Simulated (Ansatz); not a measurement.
## SrIn2Sb2: relaxing a made-up structure

Starting from a made-up structure for SrIn2Sb2, the aim is the relaxed cell, its shortest contacts and, where a second run follows, its electronic structure.

Method: DFT, PBE, plane-wave PAW, files of the set soft_1, scalar-relativistic, no spin, cell and ions relaxed at zero pressure; PAW set soft_1, in the first sound run; inputs show where later runs differ, in Ansatz 0.2.0.

## 1. The structure

The structure is trigonal, space group P-3m1 (No. 164). Conventional cell: a = 5.227 Å, b = 5.227 Å, c = 8.411 Å, α = 90.00°, β = 90.00°, γ = 120.00°. Sb has 4 In at 3.23 to 3.42 Å and 3 Sr at 3.58 Å nearest. In has 4 Sb at 3.23 to 3.42 Å nearest. Sr has 6 Sb at 3.58 Å nearest. Farther neighbours are not listed.

## 2. Relaxation of the guess

The guessed cell has no reason to be at equilibrium. It is relaxed with the atoms, within the space group of the guess.

input.yaml reads:

```yaml
crystal:
  lattice:
    - [5.227, 0.0, 0.0]
    - [-2.6135, 4.526714786, 0.0]
    - [0.0, 0.0, 8.411]
  atoms:
    - { symbol: Sb, position: [0.666666667, 0.333333333, 0.2281] }
    - { symbol: Sb, position: [0.333333333, 0.666666667, 0.7719] }
    - { symbol: In, position: [0.666666667, 0.333333333, 0.6352] }
    - { symbol: In, position: [0.333333333, 0.666666667, 0.3648] }
    - { symbol: Sr, position: [0.0, 0.0, 0.0] }
kpoints:
  mp_grid: { grid: [6, 6, 3] }
scf:
  occupations: { method: fermi_dirac, width: 0.05 }
hamiltonian:
  xc: pbe
  pseudopotentials: { kind: paw, azcp: { folder: soft_1 } }
relax:
  f_tol: 0.015
  max_steps: 70
  cell: {}
output:
  forces: true
  stress: true
```

The run is started by

```bash
$ ansatz run input.yaml --threads 4 --pin off --max-ram 8192MiB --backend cpu --events-out ev --progress --plain --runs-dir out
```

Numbers of over 12 decimals in the logs are rounded to 6 here.

The log of the run:

```text
Engine: ansatz 0.2.0, x86_64-unknown-linux-gnu
Pseudopotentials: kind: paw
Pseudopotential: Sb, paw, valence charge 15, recommended cutoff 420 eV (normal), soft_1/Sb.paw.azcp
Pseudopotential: In, paw, valence charge 13, recommended cutoff 420 eV (normal), soft_1/In.paw.azcp
Pseudopotential: Sr, paw, valence charge 10, recommended cutoff 420 eV (normal), soft_1/Sr.paw.azcp
Functional definition: PBE
  parameter kappa = 0.804
  parameter beta = 0.066725
  exchange = pbe_x(kappa = kappa, mu = beta*pi^2/3)
  correlation = pbe_c(beta = beta)
Crystal: 5 atoms, lattice volume = 199.014 Å³
Basis set: ecut = 420 eV, 3911 PW (Γ), exchange–correlation on 72×72×120 points (8 copies of the dense FFT grid, shifted against one another)
Bands: 40, of which v1, the nominal top of the filled ones, is band 33 counted from 1 (32 counted from 0)
Symmetry: 12 space group operations
Space group: P-3m1 (ITA 164), of the structure as read, at distance tolerance 5.8e-5 Å
k-points: 17 of 108
Non-local potential: Sb, projectors of the file, l = 0: 2, l = 1: 2, l = 2: 2, l = 3: 1
Non-local potential: In, projectors of the file, l = 0: 2, l = 1: 2, l = 2: 2, l = 3: 1
Non-local potential: Sr, projectors of the file, l = 0: 3, l = 1: 2, l = 2: 2
PAW form: soft (Blöchl's): semilocal exchange-correlation on the pseudo side does not see the compensation charge
PAW one-centre angular grid: Sb, 590 points (default); XC on 64 Gauss nodes
PAW one-centre angular grid: In, 590 points (default); XC on 64 Gauss nodes
PAW one-centre angular grid: Sr, 110 points (default); XC on 64 Gauss nodes
Initial density: superposition of atomic densities (chi_scale 0.1, normalization cell, long waves kept (reshape's long-wave potential 0.10 eV rms))
Initial wavefunctions: pseudopotential atomic-orbital guess
Functional: x = pbe(κ = 0.804, μ = 0.219515), c = pbe(β = 0.066725)
SCF iter   1: F=—  HF=-27711.727107 eV  |F-HF|=—  |Δ(HF+E_count)|=         —  Δρ=2.28e-2  dr2=4.97e0  ethr=3.10e-3  ⟨swp⟩=10.8  Hψ=3860  notcnv=0
preconditioner: auto → LDOS  [metal: Δε(μ)=0.041 eV  Ē_g=10.697 eV  σ=0.050 eV  W_gap=0.20  n_scr=36 (ndim 8)  ℏωp=16.2 eV  f_vac=0.026  D(μ)=5.46/eV (n_scr^D=34)  β→1.0]
SCF iter   2: F=—  HF=-27710.818064 eV  |F-HF|=—  |Δ(HF+E_count)|=   9.09e-1  Δρ=1.30e-2  dr2=6.75e-1  ethr=3.10e-3  ⟨swp⟩=3.7  Hψ=1641  notcnv=0  defer=12
SCF iter   3: F=—  HF=-27710.675475 eV  |F-HF|=—  |Δ(HF+E_count)|=   1.43e-1  Δρ=6.61e-3  dr2=1.78e-1  ethr=1.02e-3  ⟨swp⟩=4.1  Hψ=1494  notcnv=0  defer=12
SCF iter   4: F=—  HF=-27710.631169 eV  |F-HF|=—  |Δ(HF+E_count)|=   4.43e-2  Δρ=1.76e-3  dr2=1.01e-2  ethr=2.70e-4  ⟨swp⟩=3.7  Hψ=1491  notcnv=0  defer=16
SCF iter   5: F=—  HF=-27710.629188 eV  |F-HF|=—  |Δ(HF+E_count)|=   1.98e-3  Δρ=5.93e-4  dr2=9.72e-4  ethr=1.52e-5  ⟨swp⟩=2.3  Hψ=1364  notcnv=0  defer=17
SCF iter   6: F=—  HF=-27710.629171 eV  |F-HF|=—  |Δ(HF+E_count)|=   1.70e-5  Δρ=1.74e-4  dr2=1.11e-4  ethr=1.47e-6  ⟨swp⟩=2.0  Hψ=1210  notcnv=0  defer=17
SCF iter   7: F=—  HF=-27710.629176 eV  |F-HF|=—  |Δ(HF+E_count)|=   4.97e-6  Δρ=4.52e-5  dr2=8.02e-6  ethr=1.69e-7  ⟨swp⟩=2.0  Hψ=989  notcnv=0  defer=17
SCF iter   8: F=—  HF=-27710.629230 eV  |F-HF|=—  |Δ(HF+E_count)|=   5.43e-5  Δρ=1.72e-5  dr2=6.13e-7  ethr=1.21e-8  ⟨swp⟩=2.0  Hψ=1223  notcnv=0  defer=18
SCF iter   9: F=-27710.629230 eV  HF=-27710.629230 eV  |F-HF|=2.23e-8  |Δ(HF+E_count)|=   1.08e-7  Δρ=3.43e-6  dr2=2.42e-8  ethr=1.52e-10  ⟨swp⟩=6.0  Hψ=2899  notcnv=0
SCF 1 converged in 9 iterations: F = -27710.629230 eV  dr2 = 2.42e-8
  greatest PAW one-centre occupation: 0.995 electrons in one spin orbital (limit 2), on the Sb atom at site 1 (counted from 0), in its partial waves of l = 2
relax step   1: F+E_penalty+E_count = -27710.62923032 eV  Δ(F+E_penalty+E_count) = +0.000e0 eV  max|allowed force component| = 3.926e-1 eV/Å  Δτ_max = 0.0000 Å  P = -3.123 GPa  Ω = 199.014 Å³  (9 SCF iters, dr2 threshold 1.00e-7 eV, accepted)
Crystal: 5 atoms, lattice volume = 180.883 Å³
Basis set: ecut = 420 eV, 3549 PW (Γ), exchange–correlation on 72×72×120 points (8 copies of the dense FFT grid, shifted against one another)
Initial density: handed on by an earlier stage of this run
Initial wavefunctions: those handed on with the density
iter 1 solved again at ethr=1.11e-4 eV; its pass at ethr=3.10e-3 eV (dr2=7.35e-2 eV) is discarded
SCF iter   1: F=—  HF=-27710.968616 eV  |F-HF|=—  |Δ(HF+E_count)|=         —  Δρ=3.19e-3  dr2=7.21e-2  ethr=1.11e-4  ⟨swp⟩=2.5  Hψ=3740  notcnv=0
preconditioner: auto → LDOS  [metal: Δε(μ)=0.059 eV  Ē_g=12.911 eV  σ=0.050 eV  W_gap=0.26  n_scr=34 (ndim 8)  ℏωp=18.3 eV  f_vac=0.037  D(μ)=3.83/eV (n_scr^D=22)  β→1.0]
SCF iter   2: F=—  HF=-27710.959486 eV  |F-HF|=—  |Δ(HF+E_count)|=   9.13e-3  Δρ=2.32e-3  dr2=1.65e-2  ethr=1.09e-4  ⟨swp⟩=3.5  Hψ=1454  notcnv=0
SCF iter   3: F=—  HF=-27710.956042 eV  |F-HF|=—  |Δ(HF+E_count)|=   3.44e-3  Δρ=8.02e-4  dr2=2.57e-3  ethr=2.50e-5  ⟨swp⟩=2.1  Hψ=1339  notcnv=0
SCF iter   4: F=—  HF=-27710.955613 eV  |F-HF|=—  |Δ(HF+E_count)|=   4.29e-4  Δρ=2.01e-4  dr2=1.69e-4  ethr=3.90e-6  ⟨swp⟩=2.1  Hψ=1025  notcnv=0
SCF iter   5: F=—  HF=-27710.955653 eV  |F-HF|=—  |Δ(HF+E_count)|=   4.00e-5  Δρ=8.30e-5  dr2=1.48e-5  ethr=2.55e-7  ⟨swp⟩=2.1  Hψ=1229  notcnv=0
SCF iter   6: F=—  HF=-27710.955651 eV  |F-HF|=—  |Δ(HF+E_count)|=   2.10e-6  Δρ=1.60e-5  dr2=8.08e-7  ethr=2.24e-8  ⟨swp⟩=2.0  Hψ=1006  notcnv=0
SCF iter   7: F=-27710.955651 eV  HF=-27710.955651 eV  |F-HF|=8.96e-9  |Δ(HF+E_count)|=   3.44e-7  Δρ=4.30e-6  dr2=3.91e-8  ethr=7.58e-10  ⟨swp⟩=5.1  Hψ=2805  notcnv=0
SCF 2 converged in 7 iterations: F = -27710.955651 eV  dr2 = 3.91e-8
relax step   2: F+E_penalty+E_count = -27710.95565109 eV  Δ(F+E_penalty+E_count) = -3.264e-1 eV  max|allowed force component| = 2.761e-1 eV/Å  Δτ_max = 0.0808 Å  P = -1.121 GPa  Ω = 180.883 Å³  energy of the carried Pulay correction = +1.485e-3 eV  (7 SCF iters, dr2 threshold 5.00e-7 eV, accepted)
Crystal: 5 atoms, lattice volume = 170.454 Å³
Basis set: ecut = 420 eV, 3343 PW (Γ), exchange–correlation on 72×72×120 points (8 copies of the dense FFT grid, shifted against one another)
iter 1 solved again at ethr=5.07e-5 eV; its pass at ethr=3.10e-3 eV (dr2=3.34e-2 eV) is discarded
SCF iter   1: F=—  HF=-27711.073884 eV  |F-HF|=—  |Δ(HF+E_count)|=         —  Δρ=3.77e-3  dr2=3.27e-2  ethr=5.07e-5  ⟨swp⟩=2.2  Hψ=4362  notcnv=0
preconditioner: auto → LDOS  [metal: Δε(μ)=0.051 eV  Ē_g=13.123 eV  σ=0.050 eV  W_gap=0.24  n_scr=34 (ndim 8)  ℏωp=18.9 eV  f_vac=0.032  D(μ)=4.26/eV (n_scr^D=22)  β→1.0]
[...]
relax step   5: F+E_penalty+E_count = -27711.18193255 eV  Δ(F+E_penalty+E_count) = -2.642e-2 eV  max|allowed force component| = 1.553e-1 eV/Å  Δτ_max = 0.1032 Å  P = -0.088 GPa  Ω = 167.626 Å³  energy of the carried Pulay correction = +2.732e-3 eV  (6 SCF iters, dr2 threshold 5.00e-7 eV, accepted)
relax step   6: F+E_penalty+E_count = -27711.19260091 eV  Δ(F+E_penalty+E_count) = -1.067e-2 eV  max|allowed force component| = 3.987e-2 eV/Å  Δτ_max = 0.0147 Å  P = -0.076 GPa  Ω = 167.316 Å³  energy of the carried Pulay correction = +2.763e-3 eV  (6 SCF iters, dr2 threshold 5.00e-7 eV, accepted)
relax step   7: F+E_penalty+E_count = -27711.19413306 eV  Δ(F+E_penalty+E_count) = -1.532e-3 eV  max|allowed force component| = 2.383e-2 eV/Å  Δτ_max = 0.0166 Å  P = +0.004 GPa  Ω = 166.463 Å³  energy of the carried Pulay correction = +2.849e-3 eV  (6 SCF iters, dr2 threshold 9.94e-8 eV, accepted)
relax step   8: F+E_penalty+E_count = -27711.19970785 eV  Δ(F+E_penalty+E_count) = -5.575e-3 eV  max|allowed force component| = 9.272e-2 eV/Å  Δτ_max = 0.1442 Å  P = +0.683 GPa  Ω = 160.329 Å³  energy of the carried Pulay correction = +3.489e-3 eV  (7 SCF iters, dr2 threshold 3.55e-8 eV, accepted)
relax step   9: F+E_penalty+E_count = -27711.20210925 eV  Δ(F+E_penalty+E_count) = -2.401e-3 eV  max|allowed force component| = 2.039e-2 eV/Å  Δτ_max = 0.0643 Å  P = +0.074 GPa  Ω = 164.422 Å³  energy of the carried Pulay correction = +3.058e-3 eV  (6 SCF iters, dr2 threshold 5.00e-7 eV, accepted)
relax step  10: F+E_penalty+E_count = -27711.20981328 eV  Δ(F+E_penalty+E_count) = -7.704e-3 eV  max|allowed force component| = 4.042e-2 eV/Å  Δτ_max = 0.0890 Å  P = -0.315 GPa  Ω = 164.713 Å³  energy of the carried Pulay correction = +3.028e-3 eV  (6 SCF iters, dr2 threshold 1.95e-7 eV, accepted)
relax step  11: F+E_penalty+E_count = -27711.19427387 eV  Δ(F+E_penalty+E_count) = +1.554e-2 eV  max|allowed force component| = 5.904e-2 eV/Å  Δτ_max = 0.1985 Å  P = +0.394 GPa  Ω = 159.914 Å³  energy of the carried Pulay correction = +3.534e-3 eV  (6 SCF iters, dr2 threshold 3.42e-7 eV, rejected (line search))
relax step  12: F+E_penalty+E_count = -27711.21404484 eV  Δ(F+E_penalty+E_count) = -4.232e-3 eV  max|allowed force component| = 1.529e-2 eV/Å  Δτ_max = 0.0666 Å  P = +0.027 GPa  Ω = 162.488 Å³  energy of the carried Pulay correction = +3.259e-3 eV  (9 SCF iters, accepted)
relax step  13: F+E_penalty+E_count = -27711.21411123 eV  Δ(F+E_penalty+E_count) = -6.638e-5 eV  max|allowed force component| = 1.551e-2 eV/Å  Δτ_max = 0.0159 Å  P = -0.015 GPa  Ω = 162.492 Å³  energy of the carried Pulay correction = +3.259e-3 eV  (6 SCF iters, dr2 threshold 1.46e-8 eV, accepted)
relax step  14: F+E_penalty+E_count = -27711.21417435 eV  Δ(F+E_penalty+E_count) = -6.313e-5 eV  max|allowed force component| = 2.808e-4 eV/Å  Δτ_max = 0.0031 Å  P = -0.000 GPa  Ω = 162.469 Å³  energy of the carried Pulay correction = +3.261e-3 eV  (5 SCF iters, dr2 threshold 1.50e-8 eV, accepted)
Basis set: ecut = 420 eV, 3135 PW (Γ), exchange–correlation on 72×72×90 points (8 copies of the dense FFT grid, shifted against one another)
Initial wavefunctions: pseudopotential atomic-orbital guess (no wavefunctions were taken with the density)
iter 1 solved again at ethr=1.76e-6 eV; its pass at ethr=3.10e-3 eV (dr2=1.16e-3 eV) is discarded
SCF iter   1: F=—  HF=-27711.212831 eV  |F-HF|=—  |Δ(HF+E_count)|=         —  Δρ=1.07e-4  dr2=2.05e-6  ethr=1.76e-6  ⟨swp⟩=3.2  Hψ=5291  notcnv=0
eigensolver tolerance schedule: the retry pair's looser diagonalisation over-reported the residual by 564.46 of it (diagonalisation noise at 0.47 of the residual, at the tolerance the schedule requests for it); recorded, not acted on — ethr = c·dr2/N_el stays at c = 1.0e-1
preconditioner: auto → LDOS  [insulator: Δε(μ)=0.216 eV  Ē_g=13.179 eV  σ=0.050 eV  W_gap=0.79  n_scr=34 (ndim 8)  ℏωp=19.3 eV  f_vac=0.047  D(μ)=0.90/eV (n_scr^D=2)  ε∞_Penn≈3.2  β→1.0]
SCF iter   2: F=—  HF=-27711.213050 eV  |F-HF|=—  |Δ(HF+E_count)|=   2.19e-4  Δρ=2.47e-5  dr2=9.68e-7  ethr=3.10e-9  ⟨swp⟩=3.9  Hψ=1863  notcnv=0
SCF iter   3: F=—  HF=-27711.213049 eV  |F-HF|=—  |Δ(HF+E_count)|=   5.28e-7  Δρ=1.01e-5  dr2=2.02e-7  ethr=1.47e-9  ⟨swp⟩=2.0  Hψ=1225  notcnv=0
SCF iter   4: F=—  HF=-27711.213049 eV  |F-HF|=—  |Δ(HF+E_count)|=   6.84e-8  Δρ=2.78e-6  dr2=1.30e-8  ethr=3.06e-10  ⟨swp⟩=2.0  Hψ=1156  notcnv=0
SCF iter   5: F=—  HF=-27711.213049 eV  |F-HF|=—  |Δ(HF+E_count)|=   2.50e-9  Δρ=4.82e-7  dr2=3.21e-10  ethr=1.97e-11  ⟨swp⟩=2.0  Hψ=1004  notcnv=0
SCF iter   6: F=-27711.213049 eV  HF=-27711.213049 eV  |F-HF|=2.91e-11  |Δ(HF+E_count)|=  6.33e-10  Δρ=1.25e-7  dr2=2.61e-11  ethr=1.00e-12  ⟨swp⟩=6.0  Hψ=2981  notcnv=0
SCF 15 converged in 6 iterations: F = -27711.213049 eV  dr2 = 2.61e-11
relax step  15: F+E_penalty+E_count = -27711.21304938 eV  Δ(F+E_penalty+E_count) = +1.125e-3 eV  max|allowed force component| = 1.983e-4 eV/Å  Δτ_max = 0.0000 Å  P = -0.008 GPa  Ω = 162.469 Å³  stress off target by 1.48e-2 GPa  SCF on the basis re-selected at this cell (its energy is not comparable with the rows above)  (6 SCF iters)
basis re-selected at this cell: Δ(F+E_penalty+E_count) = +1.125e-3 eV, ΔP = -0.008 GPa vs the last step (what re-selecting the basis moved, of the pressure what is left beyond the Pulay correction that the steps carried, after the strain that the cell walked since its last selection, with what the two solves' SCF thresholds leave and, on support functions, any second-order correction that the steps lacked; it is no measure of the basis error at this ecutwfc). The dense FFT grid was sized anew with the basis: this SCF ran on 36×36×45 points, the steps before it on 36×36×60, so part of this shift can come from that change (see relax.cell in the input reference). [rest of the remark cut]
SCF converged after 6 iterations
Free energy (F): -27711.213049 eV
Harris-Foulkes:  -27711.213049 eV  (|F-HF|=2.91e-11)
Internal energy: -27711.204267 eV  (E = F + TS)
E sigma→0 (E₀):  -27711.208658 eV
Entropy (-TS):   -0.008782 eV (-1.756 meV/atom)
Fermi energy:    8.607170 eV
--- Per-component energies (eV) ---
  E_band       = -553.297253
  E_kinetic    = 991.551264
  E_local      = -6563.183488  (includes V_loc(G=0)·N_el)
  E_nonlocal   = 1666.793186
  E_hartree    = 2588.295361
  E_xc         = -658.700957
  E_vxc        = -515.501142  (∫ρ·V_xc dr)
  E_paw        = -20194.968079  (= ΣΔE_a)
  E_vpaw       = -1309.548307  (= ΣTr[D̂ρ^β])
  E_aug_tail   = 0.000557  (compensation charges beyond the density's cutoff)
  E_ewald      = -5540.992112
  E_smearing   = -0.008782  (= −TS)
  E_closure    = 0.000000  (closes the sum)
  Σ components = -27711.213049   (vs F -27711.213049, Δ=0.00e0)
--- Forces (eV/Å), atoms counted from 1 ---
  atom   1  Sb     0.00000000     0.00000000     0.00019834
  atom   2  Sb    -0.00000000    -0.00000000    -0.00019834
  atom   3  In     0.00000000     0.00000000    -0.00004079
  atom   4  In    -0.00000000    -0.00000000     0.00004079
  atom   5  Sr     0.00000000     0.00000000     0.00000000
  max |Σ_I F_I| component: 7.40e-17 eV/Å
--- Stress (GPa, compression-positive) ---
       -0.004796       0.000000      -0.000000
        0.000000      -0.004796       0.000000
       -0.000000       0.000000      -0.014813
  P = ⅓ Tr σ = -0.0081 GPa (-0.081 kbar)
--- Relaxed structure (14 steps of the walk, 13 accepted, 1 SCFs on fresh bases) ---
  F+E_penalty+E_count = -27711.21304938 eV   max|allowed force component| = 1.983e-4 eV/Å   (the final SCF, on the basis selected at the relaxed cell)
  cell:  # Å, volume = 162.4692 Å³
    - [5.345773, 0, 0]
    - [-2.672887, 4.629575, 0]
    - [0, 0, 6.564768]
  atoms:
    - { symbol: Sb, position: [0.666667, 0.333333, 0.242475] }
    - { symbol: Sb, position: [0.333333, 0.666667, 0.757525] }
    - { symbol: In, position: [0.666667, 0.333333, 0.693304] }
    - { symbol: In, position: [0.333333, 0.666667, 0.306696] }
    - { symbol: Sr, position: [0, 0, 0] }
```

Run time: 23 s. Hardware: 4 threads of Intel Xeon Platinum 8488C (Sapphire Rapids), shared host; peak memory 0.66 GiB; 82 s of CPU time.

Relaxation path:

```
step  energy less that of the first step (eV)  largest force component (eV/Å)  pressure (GPa)  volume (Å³)
   1                                   0.0000                          0.3926           -3.12       199.01
   2                                  -0.3264                          0.2761           -1.12       180.88
   3                                  -0.4407                          0.3156            0.65       170.45
   4                                  -0.5263                          0.2812            0.86       166.00
   5                                  -0.5527                          0.1553           -0.09       167.63
   6                                  -0.5634                          0.0399           -0.08       167.32
   7                                  -0.5649                          0.0238            0.00       166.46
   8                                  -0.5705                          0.0927            0.68       160.33
   9                                  -0.5729                          0.0204            0.07       164.42
  10                                  -0.5806                          0.0404           -0.31       164.71
  11                                  -0.5650                          0.0590            0.39       159.91
  12                                  -0.5848                          0.0153            0.03       162.49
  13                                  -0.5849                          0.0155           -0.01       162.49
  14                                  -0.5849                          0.0003            0.00       162.47
 15*                                  -0.5838                          0.0002           -0.01       162.47
```

Relaxation steps marked * repeat the geometry before them on a plane-wave basis chosen anew for their cell, so energy and pressure can jump there. Relaxation step 11 was tried and not accepted.

The run keeps the 12 symmetry operations that it works with, so distortions that break them were not tested.

```
     cell as run  before  after   change
           a (Å)   5.227  5.346   +2.3 %
           b (Å)   5.227  5.346   +2.3 %
           c (Å)   8.411  6.565  -22.0 %
volume (Å³/atom)   39.80  32.49  -18.4 %
```

The atoms that moved most (Å, as changes of fractional coordinates times the final cell):

```
atom     dx     dy      dz  length
 In4  0.000  0.000  -0.381   0.381
 In3  0.000  0.000   0.381   0.381
 Sb2  0.000  0.000  -0.094   0.094
 Sb1  0.000  0.000   0.094   0.094
```

Final coordinates:

```xyz
5
Lattice="5.3458 0.0000 0.0000 -2.6729 4.6296 0.0000 0.0000 0.0000 6.5648" Properties=species:S:1:pos:R:3 pbc="T T T"
Sb    2.6729    1.5432    1.5918
Sb    0.0000    3.0864    4.9730
In    2.6729    1.5432    4.5514
In    0.0000    3.0864    2.0134
Sr    0.0000    0.0000    0.0000
```

This step gave:

```
free energy             : -27711.2130 eV
energy at zero smearing : -27711.2087 eV
smearing term TS        : 0.008782 eV
Fermi energy            : 8.607 eV
electrons               : 66
symmetry operations     : 12
pressure                : -0.008135 GPa
```

The shortest distance of each pair, which need not be the same contact before and after:

```
 pair  guess (Å)  relaxed (Å)
In–Sb      3.229        2.960
Sb–Sr      3.576        3.473
In–Sr      4.304        3.685
In–In      3.779        3.996
Sb–Sb      4.882        4.434
```

The relaxation ends with a largest force component of 2.0e-4 eV/Å and a pressure of -0.01 GPa.

[end of part 1 of 2]

[Logs are printed without paths, hosts, clocks, repeated set-up lines and the standing remarks that a program may print on its own settings, such as how far it seeks lower states.]

[Hosts, paths, dates, database ids (printed as entryN), source tags and the programs' standing remarks are cut or masked in the printed files.]
